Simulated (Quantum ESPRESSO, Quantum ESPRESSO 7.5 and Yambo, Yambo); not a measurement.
# BaTiO3 (P4mm): a self-consistent loop beyond G0W0, cycle by cycle

Wanted: G0W0 and self-consistent gaps of BaTiO3 (P4mm), with the cost of the cycles.

Calculated with Quantum ESPRESSO 7.5 and Yambo 5.3.0; PBE and many-body steps on it, plane waves.

The database entry behind the starting cell differs from later determinations by our own check (c/a about 0.6 % short), so it need not match the best structure at ambient conditions.

### Step 1. Set-up

The structure is tetragonal, space group P4mm (No. 99). The conventional cell has a = 4.000 Å, b = 4.000 Å, c = 4.018 Å, α = 90.00°, β = 90.00°, γ = 90.00°. Ba has 12 O at 2.79 to 2.88 Å nearest. Ti has 6 O at 1.85 to 2.17 Å nearest. Nearest to O lie 2 Ti at 1.85 to 2.17 Å and 4 Ba at 2.83 Å. O has 2 Ti at 2.00 Å and 4 Ba at 2.79 to 2.88 Å nearest. Farther neighbours and most contacts between anions are not listed.

Geometry: measured (diffraction); atoms relaxed with PBE. The runs that relaxed it are not among those shown. Spin-orbit coupling is left out unless a step names it.

### Step 2. Empty states on the mesh, 4×4×4 mesh, 87 bands

This step: Quantum ESPRESSO 7.5; DFT, PBE, plane waves, norm-conserving pseudopotentials.

The sums over transitions need many empty states on a uniform mesh; this step solves for them.

File pw.in:

```
&control
  calculation = 'nscf'
  prefix = 'x'
  outdir = 'o'
  pseudo_dir = 'pseudo'
/
&system
  ibrav = 0
  nat = 5
  ntyp = 3
  ecutwfc = 76.0
  nbnd = 87
  force_symmorphic = .true.
/
&electrons
  conv_thr = 1e-9
  electron_maxstep = 80
  diago_full_acc = .true.
  diago_thr_init = 5e-6
/
ATOMIC_SPECIES
  Ba 137.33 Ba.upf
  Ti 47.867 Ti.upf
  O 15.999 O.upf
CELL_PARAMETERS angstrom
  3.9998000000 0.0000000000 0.0000000000
  0.0000000000 3.9998000000 0.0000000000
  0.0000000000 0.0000000000 4.0180000000
ATOMIC_POSITIONS crystal
  Ba 0.0000000000 0.0000000000 0.0007199741
  Ti 0.5000000000 0.5000000000 0.4856287386
  O 0.5000000000 0.5000000000 0.0253431139
  O 0.5000000000 0.0000000000 0.5156540867
  O 0.0000000000 0.5000000000 0.5156540867
K_POINTS automatic
  4 4 4 0 0 0
```

Launch:

```
$ OMP_NUM_THREADS=1 mpirun -n 4 pw.x -nk 4 -in pw.in > pw.out
```

Output:

```text
Program PWSCF v.7.5 starts

     This program is part of the open-source Quantum ESPRESSO suite
     for quantum simulation of materials; please cite
         "P. Giannozzi et al., J. Phys.:Condens. Matter 21 395502 (2009);
         "P. Giannozzi et al., J. Phys.:Condens. Matter 29 465901 (2017);
         "P. Giannozzi et al., J. Chem. Phys. 152 154105 (2020);
     in publications or presentations arising from this work. More details at

     Atomic positions and unit cell read from directory:
     o/x.save/

     Message from routine setup:
[...]
48.1252  48.4042  48.4042  48.8272  50.5538  50.9813  51.2034  51.5981
    52.0445  52.0445  54.2464  54.4668  54.4668  55.1228  55.1228  55.8472
    55.8472  55.9337  55.9516  58.1904  59.7254  61.3480  62.8498

          k = 0.0000 0.2500 0.0000 (  4831 PWs)   bands (ev):

     [... further k-points ...]

     highest occupied, lowest unoccupied level (ev):    10.4265   12.2715

     XML data file, pseudopotentials, collected wavefunctions

=------------------------------------------------------------------------------=
   JOB DONE.
=------------------------------------------------------------------------------=
```

Wall time 16 s (4 MPI ranks of Arm Neoverse V1, shared host); peak memory 0.37 GiB; 62 s of CPU time.

Numbers from this step:

```yaml
gap: 1.845 eV
k_of_the_valence_top: -0.5, -0.5, -0.5
k_of_the_conduction_bottom: 0, 0, 0
least_direct_gap: 2.185 eV
k_points_computed: 18
lowest_point_of_the_top_converged_band_above_the_valence_top: 48.79 eV
```

On this mesh the gap is 1.845 eV.

The density comes from a self-consistent run that is not shown.

### Step 3. Conversion and set-up

This step: Yambo 5.3.0; conversion and set-up on PBE, plane waves, norm-conserving pseudopotentials.

The states are converted to the many-body program's format and the q mesh is built.

Launch:

```
$ (cd o/x.save; p2y > p2y.log; mv SAVE ../..); yambo > setup.log
```

Output:

```text
 Yambo, version 5.3.0

 [02] CORE Variables Setup
 =========================

  [02.01] Unit cells
  ==================

  Cell kind             :  Unknown
  Atoms in the cell     :  Ba  Ti  O
  number of Ba atoms    :  1
  number of Ti atoms    :  1
  number of O  atoms    :  3

  List of atomic masses
  Mass of Ba    :  137.3300
  Mass of Ti    :  47.86700
  Mass of O     :  15.99900

  List of atomic coordinates    : [cc]
  Ba1       :  0.000000  0.000000  0.005467  order 1
  Ti1       :  3.779263  3.779263  3.687340  order 2
[...]
K/Q-points units:
 rlu = crystal or reduced units; cc = cartesian coordinates; iku = interal k-units

 Q [ 1]         [rlu]:  0.000000  0.000000  0.000000
 Q [ 2]         [rlu]:  0.000000  0.000000  0.250000
 Q [ 3]         [rlu]:  0.000000  0.000000 -0.500000
[...]
Q [ 8]         [rlu]:  0.000000 -0.500000  0.250000
 Q [ 9]         [rlu]:  0.000000 -0.500000 -0.500000
 Q [10]         [rlu]:  0.250000  0.250000  0.000000
     [... 6 further rows ...]
 Q [17]         [rlu]: -0.500000 -0.500000  0.250000
 Q [18]         [rlu]: -0.500000 -0.500000 -0.500000

  [03.01] X indexes
  =================

   [03.01.01] Sigma indexes
   ========================

 [06] Game Over & Game summary
```

Wall time 3.3 s (1 MPI rank); peak memory 0.25 GiB.

### Step 4. G0W0

Now the one-shot GW correction: screening in the RPA, then the self-energy of the levels asked for.

This step: G0W0 on PBE, plane waves, norm-conserving pseudopotentials.

File gw1.in:

```
HF_and_locXC
gw0
dyson
ppa
em1d
rim_cut
RandQpts= 1000000
RandGvec= 1 RL
EXXRLvcs= 76 Ry
VXCRLvcs= 304 Ry
Chimod= "HARTREE"
% BndsRnXp
 1 | 87 |
%
NGsBlkXp= 7 Ry
% LongDrXp
 1 | 1 | 1 |
%
% GbndRnge
 1 | 87 |
%
DysSolver= "n"
ExtendOut
PPAPntXp= 27.21138 eV
% QPkrange
 1 | 18 | 11 | 27 |
%
```

Launch:

```
$ OMP_NUM_THREADS=1 mpirun -n 4 yambo -F gw1.in -J gw1 -C gw1 > gw1.log
```

Output:

```text
 Yambo, version 5.3.0

 [02] CORE Variables Setup
 =========================

  [... cell, symmetries and grids as in the set-up ...]

  [02.05] Energies & Occupations
  ==============================

  [X] === General ===
  [X] Electronic Temperature                        :  0.000000  0.000000 [eV K]
  [X] Bosonic    Temperature                        :  0.000000  0.000000 [eV K]
  [X] Finite Temperature mode                       : no
  [X] El. density                                   :  0.62226E+24 [cm-3]
  [X] Fermi Level                                   :  10.42650 [eV]

  [X] === Gaps and Widths ===
  [X] Conduction Band Min                           :  1.844946 [eV]
  [X] Valence Band Max                              :  0.000000 [eV]
  [X] Filled Bands                                  :  20
  [X] Empty Bands                                   :   21   87
  [X] Direct Gap                                    :  2.185195 [eV]
  [X] Direct Gap localized at k                     :  1
  [X] Indirect Gap                                  :  1.844946 [eV]
  [X] Indirect Gap between kpts                     :  18   1
  [X] Last valence band width                       :  0.921446 [eV]
  [X] 1st conduction band width                     :  2.384365 [eV]

 [03] Transferred momenta grid and indexing
 ==========================================

 IBZ Q-points                                      :  18
 BZ  Q-points                                      :   64

 K/Q-points units:
 rlu = crystal or reduced units; cc = cartesian coordinates; iku = interal k-units

 Q [ 1]         [rlu]:  0.000000  0.000000  0.000000
 Q [ 2]         [rlu]:  0.000000  0.000000  0.250000
 Q [ 3]         [rlu]:  0.000000  0.000000 -0.500000
 Q [ 4]         [rlu]:  0.000000  0.250000  0.000000
 Q [ 5]         [rlu]:  0.000000  0.250000  0.250000
 Q [ 6]         [rlu]:  0.000000  0.250000 -0.500000
 Q [ 7]         [rlu]:  0.000000 -0.500000  0.000000
 Q [ 8]         [rlu]:  0.000000 -0.500000  0.250000
 Q [ 9]         [rlu]:  0.000000 -0.500000 -0.500000
 Q [10]         [rlu]:  0.250000  0.250000  0.000000
     [... 6 further rows ...]
 Q [17]         [rlu]: -0.500000 -0.500000  0.250000
 Q [18]         [rlu]: -0.500000 -0.500000 -0.500000

 [04] Coloumb potential Random Integration (RIM)
 ===============================================

  [04.01] RIM initialization
  ==========================

  * Diagonal components only detected *

  8 x (sBL volume)        :  0.071477 [a.u.]
  sBZ random points       :  1000000
  Points outside the sBZ  :   7992674
  RL volume               :  0.571816 [a.u.]
  Integrated volume       :  0.572340 [a.u.]

  [04.02] RIM integrals
  =====================

  Gamma point sphere radius             :  0.075279 [a.u.]
  Points outside the sphere             :   799805
  [Int_sBZ(q=0) 1/q^2]*(Vol_sBZ)^(-1/3) =:  7.678263
                                 should be <:  7.795600

  Summary of Coulomb integrals for non-metallic bands |Q|[au] RIM/Bare

  Q [1] 0.100000E-4 0.984948 * Q [2] 0.206876 1.047531
  Q [4] 0.207818 1.051805 * Q [5] 0.293234 1.049190
  Q [10] 0.293899 1.050618 * Q [11] 0.359408 1.035725
  Q [3] 0.413753 1.019729 * Q [7] 0.415636 1.019337
  Q [6] 0.463012 1.018201 * Q [8] 0.464275 1.017296
  Q [13] 0.464695 1.017702 * Q [12] 0.507512 1.016101
  Q [14] 0.508664 1.015336 * Q [9] 0.586468 1.011933
  Q [16] 0.587797 1.011712 * Q [15] 0.622200 1.010847
  Q [17] 0.623140 1.010401 * Q [18] 0.718817 1.008389

 [05] Dipoles
 ============

  [05.01] Setup: observables and procedures
  =========================================

  [WARNING] [x,Vnl] slows the Dipoles computation. To neglect it rename the ns.kb_pp file

 [06] Dynamic Dielectric Matrix (PPA)
 ====================================

 [WR./gw1//ndb.pp]---------------------------------------------------------------
  Brillouin Zone Q/K grids (IBZ/BZ)                :   18   64   18   64
  RL vectors                                       :   5983 [WF]
  Coulomb cutoff potential                         : none
[...]
X e/h energy range                               : -1.000000 -1.000000 [eV]
  X Time ordering                                  : R
  X Hxc Kernel                                     : HARTREE
  X Drude frequency                                :  0.000000  0.000000
  X poles                                          :  100.0000 [o/o]
  RL vectors in the sum                            :   5983
  [r,Vnl] included                                 : yes
  Field direction                                  :  0.577350E-5  0.577350E-5  0.577350E-5
  BZ energy Double Grid                            : no
  BZ energy DbGd points                            : 0
  BZ Q point size factor                           : -1.000000
  X Optical Averaged directions                    : none

 [07] Local Exchange-Correlation + Non-Local Fock
 ================================================

 [VXC] Plane waves :   38811
 [EXS] Plane waves :   4945

 QP @ state[ 1 ] K range:   1  18
 QP @ state[ 1 ] b range:  11  27

 [xc] Functional : Perdew, Burke & Ernzerhof(X)+Perdew, Burke & Ernzerhof(C)
 [xc] LIBXC used to calculate xc functional
  PP Number of Atomic Species                      :  3
  NLCC RL compoments                               :   38811
  PP Number of Atomic Species                      :  3
  NLCC RL compoments                               :   38811

 [xc] E_xc :  -21.67160 [Ha]
      E_xc :  -43.34321 [Ry]

  Local XC kind (lXC) : Perdew, Burke & Ernzerhof(X)+Perdew, Burke & Ernzerhof(C)
  Non-Local XC kind (nlXC) : Hartree-Fock

  Corrections @ K [1] :  [eV]
 <11|nlXC|11> = -19.53404  0.28458E-17 <11|lXC|11> = -14.26486  0.37763E-15
 <12|nlXC|12> = -24.10467  0.96861E-17 <12|lXC|12> = -18.76890  0.18882E-15
 <13|nlXC|13> = -23.88310  0.87310E-17 <13|lXC|13> = -18.58881  0.000000
 <14|nlXC|14> = -23.88318 -0.12139E-16 <14|lXC|14> = -18.58882  0.37763E-15
 <15|nlXC|15> = -23.74082 -0.58877E-17 <15|lXC|15> = -18.78800 -0.94408E-16
 <16|nlXC|16> = -23.74075  0.22141E-17 <16|lXC|16> = -18.78800 -0.19177E-16
[...]
Corrections @ K [2] :  [eV]
[...]
Corrections @ K [3] :  [eV]
[...]
Corrections @ K [4] :  [eV]
[...]
Corrections @ K [5] :  [eV]
[...]
[... 12 further k-points ...]
  Corrections @ K [18] :  [eV]
[...]
<25|nlXC|25> = -6.673418 -0.96926E-18 <25|lXC|25> = -11.72430 -0.10621E-15
 <26|nlXC|26> = -6.673462  0.54756E-18 <26|lXC|26> = -11.72430 -0.11801E-16
 <27|nlXC|27> = -15.13235  0.14760E-18 <27|lXC|27> = -24.16211  0.94408E-16

  [07.01] Hartree-Fock occupations report
  =======================================

  [Hartree-Fock] === General ===
  [Hartree-Fock] Electronic Temperature             :  0.000000  0.000000 [eV K]
  [Hartree-Fock] Bosonic    Temperature             :  0.000000  0.000000 [eV K]
  [Hartree-Fock] Finite Temperature mode            : no
  [Hartree-Fock] El. density                        :  0.62226E+24 [cm-3]
  [Hartree-Fock] Fermi Level                        :  10.42650 [eV]

  [Hartree-Fock] === Gaps and Widths ===
  [Hartree-Fock] Conduction Band Min                :  9.222391 [eV]
  [Hartree-Fock] Valence Band Max                   : -4.765176 [eV]
  [Hartree-Fock] Filled Bands                       :  20
  [Hartree-Fock] Empty Bands                        :   21   87
  [Hartree-Fock] Direct Gap                         :  13.98757 [eV]
  [Hartree-Fock] Direct Gap localized at k          :  1
  [Hartree-Fock] Indirect Gap                       :  13.98757 [eV]
  [Hartree-Fock] Indirect Gap between kpts          :  1  1
  [Hartree-Fock] Last valence band width            :  0.956448 [eV]
  [Hartree-Fock] 1st conduction band width          :  3.758034 [eV]

 [08] Dyson equation: Newton solver
 ==================================

  [08.01] G0W0 (W PPA)
  ====================

  [  GW  ] Bands range     :    1   87
  [GW/PPA] G damping       :  0.100000 [eV]

  QP @ state[ 1 ] K range:   1  18
  QP @ state[ 1 ] b range:  11  27

   Sc/G bands                                       :    1   87
   Sc/G damping                                     :  0.100000 ev
   Sc bands terminator                              : no
   Sx RL components                                 :   4945

   QP @ state[ 1 ] K range                          :   1  18
   QP @ state[ 1 ] b range                          :  11  27
   GF energies kind                                 : Perdew, Burke & Ernzerhof(X)+Perdew, Burke & Ernzerhof(C)
   GF WF`s kind                                     : Perdew, Burke & Ernzerhof(X)+Perdew, Burke & Ernzerhof(C)
   Xs energies kind                                 : Perdew, Burke & Ernzerhof(X)+Perdew, Burke & Ernzerhof(C)
   Xs WF`s kind                                     : Perdew, Burke & Ernzerhof(X)+Perdew, Burke & Ernzerhof(C)

 [11] Game Over & Game summary
```

Run time: 12 min. Hardware: 4 MPI ranks; peak memory 2.8 GiB; 49 min of CPU time.

Numbers from this step:

| Quantity | Value |
| --- | --- |
| G0W0 gap on the mesh | 3.336 eV |
| starting gap on the mesh | 1.845 eV |
| k of the valence top | -0.5, -0.5, -0.5 |
| k of the conduction bottom | 0, 0, 0 |
| least direct G0W0 gap on the computed points | 3.682 eV |
| Z at the valence top | 0.7659 |
| Z at the conduction bottom | 0.7796 |

The gap on the mesh goes from 1.84 eV to 3.34 eV, a correction of +1.49 eV.

### Step 5. evGW0, cycle 1

This step: evGW0 on PBE, plane waves, norm-conserving pseudopotentials.

gw2.in, as its differences from gw1.in of step 4:

```diff
@@ -27 +27,2 @@
 %
+GfnQPdb= "E < ./gw1/ndb.QP"
```

Launch:

```
$ OMP_NUM_THREADS=1 mpirun -n 4 yambo -F gw2.in -J gw2,gw1_W -C gw2 > gw2.log
```

Output:

```text
 Yambo, version 5.3.0

 [02] CORE Variables Setup
 =========================

  [... cell, symmetries and grids as in the set-up ...]

  [02.05] Energies & Occupations
  ==============================

  [X] === General ===
  [X] Electronic Temperature                        :  0.000000  0.000000 [eV K]
  [X] Bosonic    Temperature                        :  0.000000  0.000000 [eV K]
  [X] Finite Temperature mode                       : no
  [X] El. density                                   :  0.62226E+24 [cm-3]
  [X] Fermi Level                                   :  10.42650 [eV]

  [X] === Gaps and Widths ===
  [X] Conduction Band Min                           :  1.844946 [eV]
  [X] Valence Band Max                              :  0.000000 [eV]
  [X] Filled Bands                                  :  20
  [X] Empty Bands                                   :   21   87
  [X] Direct Gap                                    :  2.185195 [eV]
  [X] Direct Gap localized at k                     :  1
  [X] Indirect Gap                                  :  1.844946 [eV]
  [X] Indirect Gap between kpts                     :  18   1
  [X] Last valence band width                       :  0.921446 [eV]
  [X] 1st conduction band width                     :  2.384365 [eV]

 [03] Transferred momenta grid and indexing
 ==========================================

 IBZ Q-points                                      :  18
 BZ  Q-points                                      :   64

 K/Q-points units:
 rlu = crystal or reduced units; cc = cartesian coordinates; iku = interal k-units

 Q [ 1]         [rlu]:  0.000000  0.000000  0.000000
 Q [ 2]         [rlu]:  0.000000  0.000000  0.250000
 Q [ 3]         [rlu]:  0.000000  0.000000 -0.500000
[...]
[G+QP] Direct Gap localized at k                  :  1
  [G+QP] Indirect Gap                               :  3.336267 [eV]
  [G+QP] Indirect Gap between kpts                  :  18   1
  [G+QP] Last valence band width                    :  1.029405 [eV]
  [G+QP] 1st conduction band width                  :  2.716892 [eV]

  [coarse-grid] Minimum Bare Gap        [ev]:  1.844946
  [coarse-grid] Minimum Gap Correction  [ev]:  1.491321

  Eqp @ K [ 1]
  -64.33439 -37.33663 -37.26515 -37.26515 -28.27909 -19.20029 -18.48541 -18.36001
  -11.38534 -11.38534 -11.46280  -2.74927  -2.71532  -2.71552  -1.54627  -1.54583
  -1.348268 -0.417920 -0.346739 -0.346067  3.336267  3.699512  3.699842  6.016588
[...]
Eqp @ K [ 2]
[...]
Eqp @ K [ 3]
[...]
Eqp @ K [ 8]
[...]
Eqp @ K [ 9]
[...]
[... 29 further rows ...]
    7.46684   7.46662   9.65193   9.18973  11.18364  11.21736  13.23912  15.14010
   15.14010  15.25296  15.32656  17.94116  17.94116  17.97947  18.81966  18.81966

 [07] Dipoles
 ============

  [07.01] Setup: observables and procedures
  =========================================

 [08] Dynamic Dielectric Matrix (PPA)
 ====================================

   Sc/G bands                                       :    1   87
   Sc/G damping                                     :  0.100000 ev
   Sc bands terminator                              : no
   Sx RL components                                 :   4945

   QP @ state[ 1 ] K range                          :   1  18
   QP @ state[ 1 ] b range                          :  11  27
   GF energies kind                                 : Perdew, Burke & Ernzerhof(X)+Perdew, Burke & Ernzerhof(C)+ E < ./gw1/ndb.QP + @E Fit
   GF WF`s kind                                     : Perdew, Burke & Ernzerhof(X)+Perdew, Burke & Ernzerhof(C)
   Xs energies kind                                 : Perdew, Burke & Ernzerhof(X)+Perdew, Burke & Ernzerhof(C)
   Xs WF`s kind                                     : Perdew, Burke & Ernzerhof(X)+Perdew, Burke & Ernzerhof(C)

 [13] Game Over & Game summary
```

Elapsed: 11 min, on 4 MPI ranks; peak memory 2.7 GiB; 43 min of CPU time.

This step gave:

- quasiparticle gap on the mesh: 3.642 eV
- gap of the density functional on the mesh: 1.845 eV
- k of the valence top: -0.5, -0.5, -0.5
- k of the conduction bottom: 0, 0, 0
- least direct quasiparticle gap on the computed points: 3.984 eV
- Z at the valence top: 0.7693
- Z at the conduction bottom: 0.7990

Against G0W0 in Yambo (4×4×4 mesh, 87 bands, screening to 95.2 eV, Godby-Needs plasmon pole), the gap moves by +0.306 eV.

The program's own table gives 3.942 eV, which is too large where the input levels are shifted: this version takes Σc at the unshifted level E₀, yet steps from the shifted one. The value above is the Newton step from E₀, E₀ + Z(Σc + Σx − Vxc), rebuilt from the printed columns.

(Continued in part 2 of 2.)

[Paths, hosts, dates, memory and timing lines, banners, echoed tables and standing remarks are left out of the program output.]

[Logs are printed without paths, hosts, clocks, repeated set-up lines and the standing remarks that a program may print on its own settings, such as how far it seeks lower states.]

[Runs of the session that timed out or met a known fault of the program may be left out.]

[Hosts, paths, dates, database ids (printed as entryN), source tags and the programs' standing remarks are cut or masked in the printed files.]
